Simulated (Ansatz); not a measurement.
# AlRu (Pm-3m): Grüneisen parameters

Does AlRu (Pm-3m) expand much on heating, by its phonons?

Method: DFT PBEsol, scalar-relativistic, plane waves, PAW; PAW set soft_1, in Ansatz 0.2.0.

## (1) Set-up

The structure is cubic, space group Pm-3m (No. 221). The conventional cell has a = 2.976 Å, b = 2.976 Å, c = 2.976 Å, α = 90.00°, β = 90.00°, γ = 90.00°. Nearest to Al lie 8 Ru at 2.58 Å. Nearest to Ru lie 8 Al at 2.58 Å. Farther neighbours are not listed.

## (2) Response at finite wavevector

The cell comes from relaxations at this level that are not shown. Stability and thermal properties need the whole zone. Linear response on a 4×4×4 q mesh gives force constants as far as a supercell of that size would.

File input.yaml:

```yaml
crystal:
  lattice:
    - [2.9760064514, 0.0, 0.0]
    - [0.0, 2.9760064514, 0.0]
    - [0.0, 0.0, 2.9760064514]
  atoms:
    - { symbol: Al, position: [0.0, 0.0, 0.0] }
    - { symbol: Ru, position: [0.5, 0.5, 0.5] }
kpoints:
  mp_grid: { grid: [16, 16, 16] }
hamiltonian:
  xc: pbesol
  pseudopotentials: { kind: paw, azcp: { folder: soft_1 }, xc_functional: pbe }
scf:
  occupations: { method: methfessel_paxton, width: 0.2 }
output:
  eigenvalues: true
phonons:
  method: dfpt
  qmesh: [4, 4, 4]
  temperatures: { t_max: 1000, t_step: 50 }
  qpath:
    path:
      - [[0.0, 0.0, 0.0], [0.0, 0.5, 0.0], [0.5, 0.5, 0.0], [0.0, 0.0, 0.0], [0.5, 0.5, 0.5], [0.0, 0.5, 0.0]]
      - [[0.5, 0.5, 0.5], [0.5, 0.5, 0.0]]
    npoints: 10
```

Started as:

```bash
$ ansatz run input.yaml --threads 4 --pin off --max-ram 10240MiB --backend cpu --events-out ev --progress --plain --runs-dir out
```

Numbers of over 12 decimals in the logs are rounded to 6 here.

Log:

```text
Engine: ansatz 0.2.0, aarch64-unknown-linux-gnu
Pseudopotentials: kind: paw
Pseudopotential: Al, paw, valence charge 3, recommended cutoff 420 eV (normal), soft_1/Al.paw.azcp
Pseudopotential: Ru, paw, valence charge 16, recommended cutoff 420 eV (normal), soft_1/Ru.paw.azcp
Functional definition: PBEsol
  exchange = pbesol_x
  correlation = pbesol_c
Crystal: 2 atoms, lattice volume = 26.357 Å³
Basis set: ecut = 420 eV, 485 PW (Γ), exchange–correlation on 40×40×40 points (8 copies of the dense FFT grid, shifted against one another)
Bands: 14, of which v1, the nominal top of the filled ones, is band 10 counted from 1 (9 counted from 0)
Symmetry: 48 space group operations
k-points: 165 of 4096
Non-local potential: Al, projectors of the file, l = 0: 2, l = 1: 2, l = 2: 1
Non-local potential: Ru, projectors of the file, l = 0: 3, l = 1: 2, l = 2: 2, l = 3: 1
PAW form: soft (Blöchl's): semilocal exchange-correlation on the pseudo side does not see the compensation charge
PAW frozen core: Al, regenerated for the run's functional, and the local potential with it (the file was generated under x = pbe(κ = 0.804, μ = 0.219515), c = pbe(β = 0.066725))
PAW frozen core: Ru, regenerated for the run's functional, and the local potential with it (the file was generated under x = pbe(κ = 0.804, μ = 0.219515), c = pbe(β = 0.066725))
PAW one-centre angular grid: Al, 110 points (default); XC on 64 Gauss nodes
PAW one-centre angular grid: Ru, 590 points (default); XC on 64 Gauss nodes
Initial density: superposition of atomic densities (chi_scale 0.1, normalization cell, long waves kept (reshape's long-wave potential 0.00 eV rms))
Initial wavefunctions: pseudopotential atomic-orbital guess
Functional: x = pbesol(κ = 0.804, μ = 0.123457), c = pbesol(β = 0.046)
SCF iter   1: F=—  HF=-6343.381167 eV  |F-HF|=—  |Δ(HF+E_count)|=         —  Δρ=1.17e-1  dr2=4.25e0  ethr=3.10e-3  ⟨swp⟩=4.8  Hψ=11137  notcnv=0
preconditioner: auto → none  [metal: Δε(μ)=0.024 eV  Ē_g=8.895 eV  σ=0.200 eV  W_gap=0.10  n_scr=6 (ndim 8)  ℏωp=24.0 eV  f_vac=0.000  D(μ)=1.40/eV (n_scr^D=18)  sad-step TF]
SCF iter   2: F=—  HF=-6342.718291 eV  |F-HF|=—  |Δ(HF+E_count)|=   6.63e-1  S|Δr|=    0.00e0  Δρ=6.94e-2  dr2=1.57e0  ethr=3.10e-3  ⟨swp⟩=2.9  Hψ=5354  notcnv=0  defer=16
SCF iter   3: F=—  HF=-6342.350076 eV  |F-HF|=—  |Δ(HF+E_count)|=   3.68e-1  S|Δr|=    0.00e0  Δρ=3.80e-3  dr2=3.52e-3  ethr=3.10e-3  ⟨swp⟩=2.2  Hψ=3894  notcnv=0  defer=16
SCF iter   4: F=—  HF=-6342.349549 eV  |F-HF|=—  |Δ(HF+E_count)|=   5.27e-4  S|Δr|=    0.00e0  Δρ=4.75e-4  dr2=1.21e-5  ethr=1.85e-5  ⟨swp⟩=1.7  Hψ=3936  notcnv=0  defer=16
SCF iter   5: F=—  HF=-6342.349561 eV  |F-HF|=—  |Δ(HF+E_count)|=   1.17e-5  S|Δr|=    0.00e0  Δρ=1.27e-4  dr2=3.29e-6  ethr=6.39e-8  ⟨swp⟩=2.0  Hψ=3851  notcnv=0  defer=16
SCF iter   6: F=—  HF=-6342.349561 eV  |F-HF|=—  |Δ(HF+E_count)|=   1.35e-7  S|Δr|=    0.00e0  Δρ=7.09e-6  dr2=1.22e-8  ethr=1.73e-8  ⟨swp⟩=2.7  Hψ=3714  notcnv=0  defer=16
SCF iter   7: F=—  HF=-6342.349559 eV  |F-HF|=—  |Δ(HF+E_count)|=   2.15e-6  S|Δr|=    0.00e0  Δρ=2.79e-7  dr2=6.46e-12  ethr=1.00e-12  ⟨swp⟩=4.9  Hψ=11552  notcnv=0
SCF iter   8: F=-6342.349559 eV  HF=-6342.349559 eV  |F-HF|=9.09e-13  |Δ(HF+E_count)|=  1.82e-12  S|Δr|=    0.00e0  Δρ=3.39e-8  dr2=1.43e-13  ethr=1.00e-12  ⟨swp⟩=3.0  Hψ=8398  notcnv=0
SCF 1 converged in 8 iterations: F = -6342.349559 eV  dr2 = 1.43e-13
  greatest PAW one-centre occupation: 1.000 electrons in one spin orbital (limit 2), on the Ru atom at site 1 (counted from 0), in its partial waves of l = 0
phonons: the bands overlap, so this run is a metal and interpolates without the dipole-dipole term. If the crystal is really an insulator or semiconductor, its LO-TO splitting is missing
NSCF: frozen V_eff on 165 k-points
NSCF: frozen V_eff on 405 k-points
DFPT response loops at q = (0, 0, 0) (fractional): preconditioner auto → Kerker (q_TF=auto, 2.583 Å⁻¹) (partly filled bands, converged f_vac=0.000); β = 1.00, the filter's whole step (`scf.mixing.beta` (0.50) is not read by the response loops under this deck's `scf.mixing.preconditioner`; to damp them name `kerker` or `kerker_dos`, under which they read `scf.mixing.beta`, and type it under 1.00, their step now; both keys bind the ground state too); Broyden in place of MSR1
NSCF: frozen V_eff on 2592 k-points
DFPT response loops at q = (0, 0, 0.25) (fractional): mixed as the last ones told, above
NSCF: frozen V_eff on 1458 k-points
DFPT response loops at q = (0, 0, -0.5) (fractional): mixed as the last ones told, above
NSCF: frozen V_eff on 4608 k-points
DFPT response loops at q = (0, 0.25, 0.25) (fractional): mixed as the last ones told, above
NSCF: frozen V_eff on 2592 k-points
DFPT response loops at q = (0, 0.25, -0.5) (fractional): mixed as the last ones told, above
NSCF: frozen V_eff on 1458 k-points
DFPT response loops at q = (0, -0.5, -0.5) (fractional): mixed as the last ones told, above
NSCF: frozen V_eff on 4352 k-points
DFPT response loops at q = (0.25, 0.25, 0.25) (fractional): mixed as the last ones told, above
NSCF: frozen V_eff on 4608 k-points
DFPT response loops at q = (0.25, 0.25, -0.5) (fractional): mixed as the last ones told, above
NSCF: frozen V_eff on 2592 k-points
DFPT response loops at q = (0.25, -0.5, -0.5) (fractional): mixed as the last ones told, above
NSCF: frozen V_eff on 810 k-points
DFPT response loops at q = (-0.5, -0.5, -0.5) (fractional): mixed as the last ones told, above
SCF converged after 8 iterations
Stability not checked: this state was not tested for a lower state beside it, because cold or Methfessel-Paxton smearing, or corrected tetrahedra, fill the levels in a way that the test cannot read (fill_not_monotonic; see scf.lower_state_search)
Free energy (F): -6342.349559 eV
Harris-Foulkes:  -6342.349559 eV  (|F-HF|=9.09e-13)
Internal energy: -6342.348261 eV  (E = F + TS)
E sigma→0 (E₀):  -6342.349234 eV
Entropy (-TS):   -0.001298 eV (-0.649 meV/atom)
Fermi energy:    16.200794 eV
--- Per-component energies (eV) ---
  E_band       = -118.623381
  E_kinetic    = 488.737185
  E_local      = -1797.495864  (includes V_loc(G=0)·N_el)
  E_nonlocal   = 427.511289
  E_hartree    = 651.041400
  E_xc         = -208.502340
  E_vxc        = -246.460350  (∫ρ·V_xc dr)
  E_paw        = -3898.636851  (= ΣΔE_a)
  E_vpaw       = -292.999107  (= ΣTr[D̂ρ^β])
  E_aug_tail   = 0.000651  (compensation charges beyond the density's cutoff)
  E_ewald      = -2005.276166
  E_core_change = 0.272436  (= ΣΔE_core)
  E_smearing   = -0.001298  (= −TS)
  E_closure    = -0.000000  (closes the sum)
  Σ components = -6342.349559   (vs F -6342.349559, Δ=0.00e0)
--- Band table (eV; the first three rows and the last of 165) ---
  k-point 0: bands = [... 6 lower, 12.5077, 16.3820, 16.3820, 16.3820, 22.3280, 22.3280, 22.3280, 27.2328]
  k-point 1: bands = [... 6 lower, 12.5360, 16.2838, 16.2838, 16.3916, 21.9482, 22.4826, 22.4826, 27.0538]
  k-point 2: bands = [... 6 lower, 12.6131, 16.0249, 16.0249, 16.4192, 21.0919, 22.9112, 22.9112, 26.5748]
  k-point 164: bands = [... 6 lower, 11.4700, 17.8493, 17.8493, 18.8853, 20.3198, 20.3198, 20.3198, 24.9045]
--- Phonons (Γ-DFPT): 2 representative perturbations + reference (Σ response iterations 6) ---
  ASR residual: 1.453e-5 → 0.000e0 eV/Å²; symmetrization residual: 2.676e-6 eV/Å²
  ASR residual per site (eV/Å²): 1.45e-5 8.44e-6
  Γ frequencies (cm⁻¹): 0.00 0.00 0.00 321.47 321.47 321.47
--- Phonons (arbitrary-q DFPT): 10 irreducible q on the 4×4×4 mesh ---
  q = [0.0000, 0.0000, 0.0000] (star 1, of the zone-centre solve; hermiticity 6.61e-7, symmetrization 1.63e-12): 0.00 0.00 0.00 321.47 321.47 321.47
  q = [0.0000, 0.0000, 0.2500] (star 6, 4 solved perturbations in 4032 linear systems a pass and spin channel, the states on 1296 of 4096 k-point pairs; hermiticity 9.01e-7, symmetrization 4.59e-13): 108.51 108.51 152.28 310.68 310.68 320.91
  q = [0.0000, 0.0000, -0.5000] (star 3, 4 solved perturbations in 2268 linear systems a pass and spin channel, the states on 729 of 4096 k-point pairs; hermiticity 3.28e-9, symmetrization 1.91e-9): 164.47 164.47 213.88 294.03 294.03 335.24
  q = [0.0000, 0.2500, 0.2500] (star 12, 4 solved perturbations in 7056 linear systems a pass and spin channel, the states on 2304 of 4096 k-point pairs; hermiticity 4.76e-7, symmetrization 8.54e-14): 92.84 140.10 182.84 302.33 318.37 335.05
  q = [0.0000, 0.2500, -0.5000] (star 12, 6 solved perturbations on 1296 of 4096 k-point pairs; hermiticity 6.70e-8, symmetrization 2.62e-8): 132.60 158.64 177.04 290.23 334.04 350.02
  q = [0.0000, -0.5000, -0.5000] (star 3, 4 solved perturbations in 2268 linear systems a pass and spin channel, the states on 729 of 4096 k-point pairs; hermiticity 4.18e-7, symmetrization 4.01e-12): 104.56 104.56 194.84 283.30 361.18 361.18
  q = [0.2500, 0.2500, 0.2500] (star 8, 2 solved perturbations on 2176 of 4096 k-point pairs; hermiticity 3.92e-7, symmetrization 2.23e-13): 140.02 140.02 177.47 322.55 328.11 328.11
  q = [0.2500, 0.2500, -0.5000] (star 12, 4 solved perturbations in 7056 linear systems a pass and spin channel, the states on 2304 of 4096 k-point pairs; hermiticity 3.47e-7, symmetrization 2.10e-8): 146.80 149.50 177.85 315.70 332.37 350.80
  q = [0.2500, -0.5000, -0.5000] (star 6, 4 solved perturbations in 4032 linear systems a pass and spin channel, the states on 1296 of 4096 k-point pairs; hermiticity 3.80e-7, symmetrization 1.01e-8): 149.80 149.80 191.69 314.91 353.12 353.12
  q = [-0.5000, -0.5000, -0.5000] (star 1, 2 solved perturbations on 405 of 4096 k-point pairs; hermiticity 7.20e-10, symmetrization 3.60e-10): 179.13 179.13 179.13 342.22 342.22 342.22
  sum rule: each row above includes the acoustic sum rule's correction from the zone centre's row sums; it moved no ω² by more than (0.38 cm⁻¹)²
  mesh force constants: q→R imaginary residual 2.99e-18; ASR residual 1.453e-5 → 0.000e0 eV/Å²; symmetrization residual 2.132e-14 eV/Å²
  interpolated dispersion: 62 rows × 6 modes
  density of states and harmonic sums: on the 24×24×24 q-mesh, interpolated from the force constants of a 4×4×4 supercell (no non-analytic term)
  largest difference from the sums on the solved wave vectors: F 1.16e-2 eV, S 1.56e-5 and C_V 4.02e-6 eV/K
  zero-point energy: 0.088275 eV/cell   skipped modes (ω ≤ 0): 3   left out of the sums: 3.62e-5 of the cell's modes: C_V's classical limit lies that fraction below 3 k_B per atom; for a crystal, a wire or a layer, F and S can be off by more, and a phonons.interpolated_qmesh denser along its periods is the remedy for the sampling
```

Elapsed: 4.4 min, on 4 threads of Arm Neoverse V1, shared host; peak memory 2.1 GiB.

The column dr2 measures how far the density is from self-consistency, as an energy; F and HF (Harris–Foulkes) agree once it is small.

This step gave:

- volume per atom: 13.18 Å³
- gap on the k-mesh: 0 eV
- sum-rule residual before enforcement: 1.45e-5 eV/Å²
- lowest frequency on the path: 0 cm⁻¹
- point group: m-3m
- highest frequency on the path or at a solved wavevector: 361.2 cm⁻¹
- mean frequency: 237.3 cm⁻¹
- Debye temperature (second moment): 473 K
- logarithmic mean frequency: 217.1 cm⁻¹
- highest optical mode at the zone centre (no LO-TO term): 321.5 cm⁻¹
- lowest optical zone-centre mode: 321.5 cm⁻¹
- lowest mode on the q mesh (acoustic modes at Γ apart): 92.84 cm⁻¹
- zero-point energy per atom: 44.14 meV
- heat capacity at 300 K: 22.15 J/(mol atoms K)
- vibrational entropy at 300 K: 25.41 J/(mol atoms K)
- edges of the widest gap between branches, on path and mesh: 213.9, 283.3 cm⁻¹

Frequencies (cm⁻¹) solved at each irreducible wavevector; negative means imaginary. Frequencies by wavevector, by row:

```
q in reciprocal lattice units  star  mode 1  mode 2  mode 3  mode 4  mode 5  mode 6
                        0 0 0     1       0       0       0   321.5   321.5   321.5
                     0 0 0.25     6   108.5   108.5   152.3   310.7   310.7   320.9
                     0 0 -0.5     3   164.5   164.5   213.9     294     294   335.2
                  0 0.25 0.25    12    92.8   140.1   182.8   302.3   318.4   335.1
                  0 0.25 -0.5    12   132.6   158.6     177   290.2     334     350
                  0 -0.5 -0.5     3   104.6   104.6   194.8   283.3   361.2   361.2
               0.25 0.25 0.25     8     140     140   177.5   322.6   328.1   328.1
               0.25 0.25 -0.5    12   146.8   149.5   177.8   315.7   332.4   350.8
               0.25 -0.5 -0.5     6   149.8   149.8   191.7   314.9   353.1   353.1
               -0.5 -0.5 -0.5     1   179.1   179.1   179.1   342.2   342.2   342.2
```

Symmetry leaves 10 wavevectors to solve. The lowest mode among them, the acoustic zeros apart, lies at q = (0, 0.25, 0.25) and is real, 92.8 cm⁻¹.

## (3) Relaxing at another volume, volume ratio 0.97

The volume is scaled by 0.97 and held; symmetry leaves nothing to relax, so this is a single point. The modes can then be followed against volume.

input.yaml, the sections that differ from step 2:

```yaml
crystal:
  lattice:
    - [2.9459437248, 0.0, 0.0]
    - [0.0, 2.9459437248, 0.0]
    - [0.0, 0.0, 2.9459437248]
  atoms:
    - { symbol: Al, position: [0.0, 0.0, 0.0] }
    - { symbol: Ru, position: [0.5, 0.5, 0.5] }
output:
  forces: true
  stress: true
  eigenvalues: true
# kpoints, hamiltonian, scf: as in step 2
# phonons: removed
```

Log:

```text
[...]
Crystal: 2 atoms, lattice volume = 25.567 Å³
Basis set: ecut = 420 eV, 485 PW (Γ), exchange–correlation on 40×40×40 points (8 copies of the dense FFT grid, shifted against one another)
Bands: 14, of which v1, the nominal top of the filled ones, is band 10 counted from 1 (9 counted from 0)
Symmetry: 48 space group operations
[...]
k-points: 165 of 4096
[...]
--- Band table (eV; the first three rows and the last of 165) ---
  k-point 0: bands = [... 6 lower, 12.9414, 16.9986, 16.9986, 16.9986, 23.0856, 23.0856, 23.0856, 28.0204]
  k-point 1: bands = [... 6 lower, 12.9725, 16.8959, 16.8959, 17.0088, 22.7042, 23.2451, 23.2451, 27.8279]
  k-point 2: bands = [... 6 lower, 13.0513, 16.6254, 16.6254, 17.0378, 21.8411, 23.6852, 23.6852, 27.3153]
  k-point 164: bands = [... 6 lower, 11.8991, 18.5404, 18.5404, 19.6812, 21.0030, 21.0030, 21.0030, 25.8049]
[key lines of the parts left out:]
SCF converged after 6 iterations
Free energy (F): -6342.332385 eV
Fermi energy:    16.809080 eV
P = ⅓ Tr σ = 7.1495 GPa (71.495 kbar)
```

It took 0.99 s on 4 threads; peak memory 0.41 GiB; 3.2 s of CPU time.

Numbers from this step:

```
pressure        : 7.149 GPa
volume per atom : 12.78 Å³
```

The run ends at a pressure of 7.15 GPa.

## (4) Phonons at the other volume, volume ratio 0.97

The phonons are repeated at this volume on the same k and q meshes.

Edit input.yaml of step 3 so:

```diff
@@ -16,4 +16,11 @@
 output:
-  forces: true
-  stress: true
   eigenvalues: true
+phonons:
+  method: dfpt
+  qmesh: [4, 4, 4]
+  temperatures: { t_max: 1000, t_step: 50 }
+  qpath:
+    path:
+      - [[0.0, 0.0, 0.0], [0.0, 0.5, 0.0], [0.5, 0.5, 0.0], [0.0, 0.0, 0.0], [0.5, 0.5, 0.5], [0.0, 0.5, 0.0]]
+      - [[0.5, 0.5, 0.5], [0.5, 0.5, 0.0]]
+    npoints: 10
```

Log:

```text
[...]
Crystal: 2 atoms, lattice volume = 25.567 Å³
Basis set: ecut = 420 eV, 485 PW (Γ), exchange–correlation on 40×40×40 points (8 copies of the dense FFT grid, shifted against one another)
Bands: 14, of which v1, the nominal top of the filled ones, is band 10 counted from 1 (9 counted from 0)
Symmetry: 48 space group operations
k-points: 165 of 4096
[...]
SCF iter   1: F=—  HF=-6343.363922 eV  |F-HF|=—  |Δ(HF+E_count)|=         —  Δρ=1.18e-1  dr2=4.15e0  ethr=3.10e-3  ⟨swp⟩=4.9  Hψ=11347  notcnv=0
[...]
SCF iter   7: F=-6342.332385 eV  HF=-6342.332385 eV  |F-HF|=3.64e-12  |Δ(HF+E_count)|=   6.26e-9  S|Δr|=    0.00e0  Δρ=3.66e-7  dr2=9.27e-12  ethr=1.00e-12  ⟨swp⟩=5.0  Hψ=11818  notcnv=0
the search or the solves at the SCF's close seem to have found levels that the self-consistency loop had missed (the run counts 1). By its estimate they hold under 1e-12 electrons; where the run keeps them, the occupations were computed again with them
SCF 1 converged in 7 iterations: F = -6342.332385 eV  dr2 = 9.27e-12
[...]
NSCF: frozen V_eff on 165 k-points
[...]
SCF converged after 7 iterations
[...]
Free energy (F): -6342.332385 eV
[...]
Internal energy: -6342.331164 eV  (E = F + TS)
E sigma→0 (E₀):  -6342.332080 eV
Entropy (-TS):   -0.001221 eV (-0.610 meV/atom)
Fermi energy:    16.808993 eV
[...]
--- Band table (eV; the first three rows and the last of 165) ---
  k-point 0: bands = [... 6 lower, 12.9413, 16.9985, 16.9985, 16.9985, 23.0856, 23.0856, 23.0856, 28.0203]
  k-point 1: bands = [... 6 lower, 12.9724, 16.8958, 16.8958, 17.0087, 22.7042, 23.2451, 23.2451, 27.8279]
  k-point 2: bands = [... 6 lower, 13.0512, 16.6253, 16.6253, 17.0377, 21.8411, 23.6852, 23.6852, 27.3153]
  k-point 164: bands = [... 6 lower, 11.8991, 18.5402, 18.5402, 19.6812, 21.0030, 21.0030, 21.0030, 25.8048]
[...]
ASR residual: 1.574e-4 → 0.000e0 eV/Å²; symmetrization residual: 1.878e-6 eV/Å²
  ASR residual per site (eV/Å²): 2.62e-5 1.57e-4
  Γ frequencies (cm⁻¹): 0.00 0.00 0.00 340.72 340.72 340.72
--- Phonons (arbitrary-q DFPT): 10 irreducible q on the 4×4×4 mesh ---
[...]
interpolated dispersion: 62 rows × 6 modes
[...]
```

The job ended after 4.3 min (4 threads; peak memory 2.1 GiB; 17 min of CPU time).

Numbers from this step:

```yaml
sum_rule_residual_before_enforcement: 1.57e-4 eV/Å²
highest_frequency_on_the_path_or_at_a_solved_wavevector: 383.7 cm⁻¹
mean_frequency: 251 cm⁻¹
debye_temperature_second_moment: 500 K
logarithmic_mean_frequency: 229.4 cm⁻¹
highest_optical_mode_at_the_zone_centre_no_lo_to_term: 340.7 cm⁻¹
lowest_optical_zone_centre_mode: 340.7 cm⁻¹
lowest_mode_on_the_q_mesh_acoustic_modes_at_gamma_apart: 97.49 cm⁻¹
zero_point_energy_per_atom: 46.67 meV
heat_capacity_at_300_k: 21.85 J/(mol atoms K)
vibrational_entropy_at_300_k: 24.20 J/(mol atoms K)
edges_of_the_widest_gap_between_branches_on_path_and_mesh: 227, 300.2 cm⁻¹
```

Frequencies (cm⁻¹) solved at each irreducible wavevector; negative means imaginary. Frequencies by wavevector, by row:

| q in reciprocal lattice units | star | mode 1 | mode 2 | mode 3 | mode 4 | mode 5 | mode 6 |
| --- | --- | --- | --- | --- | --- | --- | --- |
| 0 0 0 | 1 | 0 | 0 | 0 | 340.7 | 340.7 | 340.7 |
| 0 0 0.25 | 6 | 113.7 | 113.7 | 161.6 | 328.6 | 328.6 | 340.2 |
| 0 0 -0.5 | 3 | 173.5 | 173.5 | 227 | 309.8 | 309.8 | 354.1 |
| 0 0.25 0.25 | 12 | 97.5 | 147 | 193.9 | 319.6 | 335.8 | 356.2 |
| 0 0.25 -0.5 | 12 | 139.6 | 167.3 | 185.9 | 306.6 | 354.2 | 371.1 |
| 0 -0.5 -0.5 | 3 | 110.5 | 110.5 | 203.6 | 300.2 | 383.7 | 383.7 |
| 0.25 0.25 0.25 | 8 | 148.1 | 148.1 | 186.1 | 341.5 | 347.5 | 347.5 |
| 0.25 0.25 -0.5 | 12 | 152.9 | 158.5 | 189.7 | 332.5 | 353 | 371.8 |
| 0.25 -0.5 -0.5 | 6 | 159.2 | 159.2 | 202.9 | 332 | 373.7 | 373.7 |
| -0.5 -0.5 -0.5 | 1 | 192.3 | 192.3 | 192.3 | 359.7 | 359.7 | 359.7 |

The highest optical mode at the zone centre (no LO-TO term) is 340.7 cm⁻¹, +19.2 cm⁻¹ against the base run.

(Part 1 of 2 ends here.)

[Logs are printed without paths, hosts, clocks, repeated set-up lines and the standing remarks that a program may print on its own settings, such as how far it seeks lower states.]

[Hosts, paths, dates, database ids (printed as entryN), source tags and the programs' standing remarks are cut or masked in the printed files.]
